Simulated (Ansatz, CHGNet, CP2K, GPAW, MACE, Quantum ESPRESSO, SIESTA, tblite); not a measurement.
# Random packing of P38S62 (at. %) (64 atoms): one structure in several programs

How near do other programs and methods come to a plane-wave reference for random packing of P38S62 (at. %) (64 atoms)? A plane-wave run serves as the reference.

Method: Kohn-Sham DFT, PBE, SSSP efficiency 1.3.0 pseudopotentials, plane waves, in Quantum ESPRESSO 7.5.

### 1. The starting structure

The cell holds 64 atoms: 24 P and 40 S. Cell: a = 11.721 Å, b = 11.721 Å, c = 11.721 Å, α = 90.0°, β = 90.0°, γ = 90.0°. 64 atoms (24 P, 40 S) packed at random in a cube at 2.09 g/cm³ and pushed apart as soft spheres; a start for melting by ab initio MD, not an equilibrated structure. Then every atom was moved at random, 0.02 Å r.m.s. a Cartesian component.

### 2. The reference run

pw.in reads:

```
&control
  calculation = 'scf'
  pseudo_dir = './pseudo'
  outdir = './tmp'
  disk_io = 'none'
  tprnfor = .true.
  tstress = .true.
/
&system
  ibrav = 0
  nat = 64
  ntyp = 2
  ecutwfc = 45
  ecutrho = 360
  nosym = .true.
  occupations = 'smearing'
  smearing = 'fd'
  degauss = 0.003675
/
&electrons
  conv_thr = 3.2e-07
  electron_maxstep = 100
  mixing_beta = 0.4
  mixing_mode = 'plain'
  diagonalization = 'david'
/
ATOMIC_SPECIES
P 30.974 P.upf
S 32.060 S.upf
CELL_PARAMETERS angstrom
11.72110 0.00000 0.00000
0.00000 11.72110 0.00000
0.00000 0.00000 11.72110
ATOMIC_POSITIONS crystal
P 0.76292 0.75897 0.44343
P 0.33098 0.20427 0.32643
P 0.00052 0.14374 0.75804
P 0.07822 0.42112 0.96907
P 0.70302 0.54932 0.97980
P 0.46399 0.56316 0.21088
P 0.75159 0.68446 0.24259
P 0.62815 0.20172 0.98840
P 0.99403 0.20937 0.99870
P 0.84546 0.56757 0.76567
P 0.52430 0.01849 0.39902
P 0.93441 0.90350 0.41401
[... 48 atom lines left out ...]
S 0.47253 0.05339 0.89890
S 0.85729 0.09384 0.38909
S 0.47114 0.40655 0.49593
S 0.90543 0.65851 0.01675
K_POINTS gamma
```

The run is started by

```
$ OMP_NUM_THREADS=1 mpirun -np 4 pw.x -in pw.in > output.txt
```

Standard output:

```text
Program PWSCF
     gamma-point specific algorithms are used
     one sub-group per band group will be used
     scalapack distributed-memory algorithm (size of sub-group:  2*  2 procs)
     Parallelization info
     sticks:   dense  smooth     PW     G-vecs:    dense   smooth      PW
     Min        3510    1755    437               313438   110705   13863
     Max        3512    1758    440               313448   110710   13868
     Sum       14045    7025   1757              1253777   442831   55467
     bravais-lattice index     =            0
     lattice parameter (alat)  =      22.1497  a.u.
     unit-cell volume          =   10866.8010 (a.u.)^3
     number of atoms/cell      =           64
     number of atomic types    =            2
     number of electrons       =       360.00
[... lines left out ...]
     scf convergence threshold =      3.2E-07
[... lines left out ...]
     number of k points=     1  Fermi-Dirac smearing, width (Ry)=  0.0037
[... lines left out ...]
     total energy              =   -1294.31999548 Ry
[... lines left out ...]
     total energy              =   -1291.87235924 Ry
[... lines left out ...]
     total energy              =   -1295.58191501 Ry
[... lines left out ...]
     total energy              =   -1296.40283382 Ry
[... lines left out ...]
     total energy              =   -1296.40283382 Ry
[... lines left out ...]
          k = 0.0000 0.0000 0.0000 ( 27734 PWs)   bands (ev):
   -12.0153 -11.4878 -11.1770 -11.0207 -10.8848 -10.5383 -10.3473 -10.2175
    -9.9932  -9.9146  -9.8138  -9.6854  -9.5481  -9.4668  -9.3517  -9.2219
    -9.0891  -8.9904  -8.9131  -8.8737  -8.7924  -8.6351  -8.6097  -8.4823
[...]
4.4986   4.5858   4.6411   4.6978   4.7568   4.7780   4.8334   4.8546
     4.9033   4.9571   5.0128   5.0672   5.0926   5.1628   5.2253   5.2695
     the Fermi energy is     3.6574 ev
!    total energy              =   -1296.40283374 Ry
     estimated scf accuracy    <       0.00000018 Ry
     smearing contrib. (-TS)   =      -0.03129236 Ry
     internal energy E=F+TS    =   -1296.37154138 Ry
     The total energy is F=E-TS. E is the sum of the following terms:
     one-electron contribution =     -96.66963449 Ry
     hartree contribution      =     191.50443519 Ry
     xc contribution           =    -430.52583273 Ry
     ewald contribution        =    -960.68050934 Ry
     convergence has been achieved in  31 iterations
     Forces acting on atoms (cartesian axes, Ry/au):
     atom    1 type  1   force =    -0.00735043   -0.01621553    0.00591299
     atom    2 type  1   force =    -0.00039159   -0.02533820   -0.01570116
     atom    3 type  1   force =    -0.02945187   -0.02387613    0.01660945
[...]
atom   63 type  2   force =    -0.02429639   -0.00038586    0.03697344
     atom   64 type  2   force =    -0.00934579    0.00879842   -0.01977233
     Total force =     0.512118     Total SCF correction =     0.000940
     Computing stress (Cartesian axis) and pressure
          total   stress  (Ry/bohr**3)                   (kbar)     P=      -87.67
  -0.00051976  -0.00009420  -0.00003134          -76.46      -13.86       -4.61
  -0.00009420  -0.00063391  -0.00000779          -13.86      -93.25       -1.15
  -0.00003134  -0.00000779  -0.00063433           -4.61       -1.15      -93.31
     Message from routine punch:
     Nothing written, as per user request (disk_io='none')
```

Wall time 3.9 min (4 MPI ranks of Arm Neoverse V2, shared host); peak memory 3.8 GiB; 16 min of CPU time.

Banners and routine set-up lines are dropped from the logs; longer cuts are marked.

Numbers from this run:

- r.m.s. force component: 0.9503 eV/Å
- longest force: 3.185 eV/Å
- pressure: -8.767 GPa

### 3. Local order

g(r), total and by pair (bins of 0.1 Å):

```csv
r (Å),total,S-S,S-P,P-P
2.25,0.00,0.00,0.00,0.00
2.35,1.34,1.43,1.67,0.00
2.45,1.77,1.59,2.23,0.76
2.55,1.63,1.25,1.42,3.41
2.65,2.31,1.83,2.86,1.87
2.75,1.75,1.92,1.95,0.60
2.85,0.69,0.59,0.82,0.56
2.95,1.23,1.29,1.24,1.02
3.05,1.41,0.85,1.73,1.93
3.15,0.82,0.65,1.08,0.46
3.25,0.83,1.06,0.64,0.84
3.35,1.23,1.00,1.08,2.38
3.45,0.79,1.21,0.56,0.38
3.55,1.15,1.02,1.49,0.36
3.65,0.89,0.84,1.00,0.66
3.75,0.89,1.14,0.76,0.62
3.85,1.10,1.73,0.81,0.30
3.95,0.81,0.62,0.77,1.44
4.05,0.95,0.78,0.98,1.36
4.15,1.16,0.94,1.32,1.29
4.25,0.80,0.62,0.96,0.74
4.35,0.92,1.01,0.98,0.47
4.45,0.92,1.21,0.61,1.12
4.55,0.85,1.17,0.58,0.86
4.65,1.04,1.04,0.93,1.43
4.75,0.92,0.85,0.95,0.98
4.85,1.14,1.09,1.25,0.95
4.95,1.00,0.85,0.87,1.82
5.05,0.96,0.94,1.00,0.87
5.15,0.96,1.02,1.16,0.17
5.25,1.18,1.16,1.06,1.61
5.35,1.00,1.01,1.02,0.94
5.45,0.99,1.08,0.90,1.04
5.55,0.95,0.99,0.82,1.30
5.65,1.25,1.15,1.38,1.12
5.75,0.95,0.97,0.97,0.81
5.85,0.90,0.84,0.89,1.04
```

### 4. The other programs

The programs:
- CHGNet: machine-learned potential, published weights.
- CP2K 2026.2: Gaussian basis with GTH pseudopotentials and a plane-wave density; labels give functional, basis (MOLOPT sets; SR short-range, UZH the newer set with its own potentials), grid cutoff/relative cutoff and solver (OT: orbital transformation; TRS4, TC2, SIGN: linear-scaling purification with its sparsity filter), or its built-in tight binding.
- GPAW 26.7.0: PAW with atomic orbitals (LCAO), plane waves or a real-space grid of spacing h.
- MACE: machine-learned potential, published weights.
- SIESTA 5.4.2: numerical atomic orbitals, whose automatically made sets are far from complete, with PseudoDojo norm-conserving potentials that we converted to its format (checked against plane waves on the same files for H, C, O, Si, Ge and Ca alone); labels give functional, basis size, energy shift and mesh cutoff.
- tblite 0.8.0: extended tight binding, driven from Python.

All use the same cell and atoms; the electronic-structure runs use the same k-mesh, and an electronic temperature of 580 K (0.05 eV) where levels are smeared.

Differences are against the plane-wave reference, forces as r.m.s. over components; share is that over the reference's r.m.s. force, slope the least-squares factor from reference forces to these. Total energies of different programs have different zeros and aren't compared.

```csv
run,"Δ force, r.m.s. (meV/Å)",share (%),slope,Δ pressure (GPa),cores,CPU time,memory (GiB)
reference,-,-,-,-,4,16 min,3.8
CHGNet 0.3.0 potential,487,51.2,1.129,-0.726,1,2.7 s,0.61
CHGNet r2SCAN potential,503,52.9,1.075,-0.380,1,3 s,0.61
"CP2K BLYP, DZVP-MOLOPT-SR, 350/50 Ry, diagonalisation",183,19.3,0.919,4.10,2,1.9 min,2.1
"CP2K PBE, DZVP-MOLOPT-SR, 350/50 Ry, diagonalisation",57.1,6.01,0.983,0.393,2,2.1 min,2.1
"CP2K PBE, DZVP-UZH, 244/50 Ry, diagonalisation (coarse)",63.1,6.64,0.974,0.552,2,2.3 min,1.5
"CP2K PBE, DZVP-UZH, 350/50 Ry, diagonalisation",63.1,6.64,0.974,0.552,4,2.4 min,2.9
"CP2K PBE, DZVP-UZH, 489/50 Ry, diagonalisation",63.1,6.64,0.974,0.552,4,3.4 min,4.3
"CP2K PBE, SZV-MOLOPT-SR, 350/50 Ry, diagonalisation (coarse)",777,81.7,0.715,6.89,1,1.8 min,2
"CP2K PBE, TZVP-MOLOPT, 350/50 Ry, diagonalisation",54.8,5.76,0.974,0.388,4,4.7 min,3.0
"GPAW PBE, LCAO dzp, h 0.2 Å",125,13.2,0.935,-,1,1.7 min,1.2
"GPAW PBE, LCAO dzp, h 0.2 Å, other mixer settings",128,13.5,0.934,-,1,2.4 min,1.1
"GPAW PBE, LCAO dzp, h 0.22 Å (coarse)",130,13.6,0.935,-,1,81 s,0.85
"GPAW PBE, LCAO szp(dzp), h 0.2 Å (coarse)",323,34.0,0.803,-,1,87 s,1.2
"GPAW PBE, plane waves 550 eV",7.90,0.832,0.994,0.0138,2,6.7 min,1.5
MACE MPA-0 medium potential,283,29.8,0.955,-0.430,1,6.1 s,0.78
"SIESTA PBE, DZ, shift 0.01 Ry, mesh 300 Ry (coarse)",875,92.1,0.454,6.02,1,85 s,0.62
"SIESTA PBE, DZP, shift 0.01 Ry, mesh 300 Ry",151,15.9,0.901,-0.936,1,2.6 min,0.92
"SIESTA PBE, DZP, shift 0.02 Ry, mesh 300 Ry",140,14.7,0.926,-5.02,1,2.1 min,0.8
"SIESTA PBE, SZP, shift 0.01 Ry, mesh 300 Ry (coarse)",369,38.9,0.754,-0.0848,1,2.3 min,0.83
"SIESTA PBE, TZP, shift 0.01 Ry, mesh 300 Ry",118,12.4,0.920,-1.29,2,3.8 min,1.3
tblite GFN1-xTB,603,63.5,1.445,-11.6,1,4.5 s,0.14
```

Rows marked coarse use a setting chosen to be so.

Times of the machine-learned potentials are mostly Python's start and the loading of weights.

CPU time is summed over cores on a shared host, where runs went side by side, so it is rough. Symmetry, cutoffs, thresholds, outputs and thread counts weren't matched or tuned between programs; memory under MPI is the largest rank's times the ranks.

Runs without a result: CP2K GFN1-xTB, diagonalisation (not converged).

Mean charges by element (e), by run and scheme:

```
                                                  run     scheme      P      S
CP2K BLYP, DZVP-MOLOPT-SR, 350/50 Ry, diagonalisation   Mulliken  +0.03  -0.02
CP2K BLYP, DZVP-MOLOPT-SR, 350/50 Ry, diagonalisation  Hirshfeld  +0.07  -0.04
 CP2K PBE, DZVP-MOLOPT-SR, 350/50 Ry, diagonalisation   Mulliken  +0.02  -0.01
 CP2K PBE, DZVP-MOLOPT-SR, 350/50 Ry, diagonalisation  Hirshfeld  +0.07  -0.04
       CP2K PBE, DZVP-UZH, 244/50 Ry, diagonalisation   Mulliken  +0.19  -0.11
       CP2K PBE, DZVP-UZH, 244/50 Ry, diagonalisation  Hirshfeld  +0.08  -0.05
       CP2K PBE, DZVP-UZH, 350/50 Ry, diagonalisation   Mulliken  +0.19  -0.11
       CP2K PBE, DZVP-UZH, 350/50 Ry, diagonalisation  Hirshfeld  +0.08  -0.05
       CP2K PBE, DZVP-UZH, 489/50 Ry, diagonalisation   Mulliken  +0.19  -0.11
       CP2K PBE, DZVP-UZH, 489/50 Ry, diagonalisation  Hirshfeld  +0.08  -0.05
    CP2K PBE, TZVP-MOLOPT, 350/50 Ry, diagonalisation   Mulliken  +0.20  -0.12
    CP2K PBE, TZVP-MOLOPT, 350/50 Ry, diagonalisation  Hirshfeld  +0.08  -0.05
          SIESTA PBE, DZP, shift 0.01 Ry, mesh 300 Ry  Hirshfeld  +0.06  -0.04
          SIESTA PBE, DZP, shift 0.02 Ry, mesh 300 Ry  Hirshfeld  +0.06  -0.04
          SIESTA PBE, TZP, shift 0.01 Ry, mesh 300 Ry  Hirshfeld  +0.07  -0.04
                                      tblite GFN1-xTB   Mulliken  +0.14  -0.08
```

Within one program, basis, potentials and functional, energies share a zero. Each run against its twin at the usual cutoff or grid and solver:

| run | twin | Δ energy (meV/atom) | Δ force, r.m.s. (meV/Å) | CPU time over the twin's |
| --- | --- | --- | --- | --- |
| CP2K PBE, DZVP-UZH, 244/50 Ry, diagonalisation | DZVP-UZH, 350/50 Ry, diagonalisation | 0.0018 | 0.038 | 0.95 (this twin ran on 4 cores) |
| CP2K PBE, DZVP-UZH, 489/50 Ry, diagonalisation | DZVP-UZH, 350/50 Ry, diagonalisation | 0.0027 | 0.019 | 1.4 |
| GPAW PBE, LCAO dzp, h 0.2 Å, other mixer settings | LCAO dzp, h 0.2 Å | 1.0e-4 | 5.05 | 1.4 |
| GPAW PBE, LCAO dzp, h 0.22 Å | LCAO dzp, h 0.2 Å | 39.7 | 40.6 | 0.78 |

### 5. Summary of results

```
reference r.m.s. force component                       : 0.950 eV/Å
nearest in forces                                      : GPAW PBE, plane waves 550 eV, 0.83 %
farthest in forces                                     : SIESTA PBE, DZ, shift 0.01 Ry, mesh 300 Ry (coarse), 92 %
cheapest electronic-structure run beside the reference : tblite GFN1-xTB, 4.5 s of CPU time
```

**Reading.** PBE on plane waves or a grid with other potentials, cutoffs or grids, coarse settings apart, differs from the reference by 0.83 % (GPAW PBE, plane waves 550 eV) of the r.m.s. force; this holds the reference's own error, so differences of a few per cent don't tell which side is nearer the exact PBE result. The PBE runs in local orbitals, coarse settings apart, differ by 5.8 % (CP2K PBE, TZVP-MOLOPT, 350/50 Ry, diagonalisation) to 16 % (SIESTA PBE, DZP, shift 0.01 Ry, mesh 300 Ry); basis, grid and potentials can all enter. Tight binding differs by 63 % (tblite GFN1-xTB); it is another model, with fitted parameters of its own, and the xTB methods hold dispersion. Machine-learned potentials differ by 30 % (MACE MPA-0 medium potential) to 53 % (CHGNet r2SCAN potential); they were trained on other programs' data, some at another functional. Rows with another functional or a dispersion term differ by 19 % (CP2K BLYP, DZVP-MOLOPT-SR, 350/50 Ry, diagonalisation), which mixes the change of model with differences of basis and potentials. Runs with settings chosen to be coarse differ by 6.6 % (CP2K PBE, DZVP-UZH, 244/50 Ry, diagonalisation) to 92 % (SIESTA PBE, DZ, shift 0.01 Ry, mesh 300 Ry), their programs' other errors included. Of the electronic-structure runs that take under half the reference's CPU time, GPAW PBE, plane waves 550 eV comes nearest, at 0.83 % in 6.7 min against 16 min. In pressure, CP2K PBE, SZV-MOLOPT-SR, 350/50 Ry, diagonalisation misses by +6.9 GPa, at the same functional. Charges hang on model, scheme and program or settings: among these rows the mean for P runs from +0.02 to +0.20 e. In the reference: levels near the Fermi energy are neither full nor empty under the smearing, so no gap is quoted. Periodic xTB results under one method name differ between programs and library versions. The reference's pressure holds the uncorrected Pulay stress of its 45 Ry basis, so small pressure differences, and their order, may be the reference's own error. Machine-learned potentials mimic data converged in k, so the reference's own k-point error enters their differences. The reference's pressure of -8.8 GPa belongs to unrelaxed atoms and would change as they relax. The electronic-structure runs sample only Γ, in a cell whose shortest periodic width is 12 Å, which is coarse for a cell with partly filled levels.

[Long decimals in the printed logs are rounded to 6 places.]

[Also dropped from logs without a mark: lines with file paths, logging warnings of Python, QE's lines on negative density and diagonalisation, SIESTA's first energy breakdown, zero terms and Voronoi charges.]

[Logs are printed without paths, hosts, clocks, repeated set-up lines and the standing remarks that a program may print on its own settings, such as how far it seeks lower states.]

[Hosts, paths, dates, database ids (printed as entryN), source tags and the programs' standing remarks are cut or masked in the printed files.]

[Not all failed runs are listed: runs killed by the host, ended in a Python traceback or in CONQUEST's support-function errors, and SIESTA runs with faulty potentials for Cu, Fe, Ni or Zn are left out.]
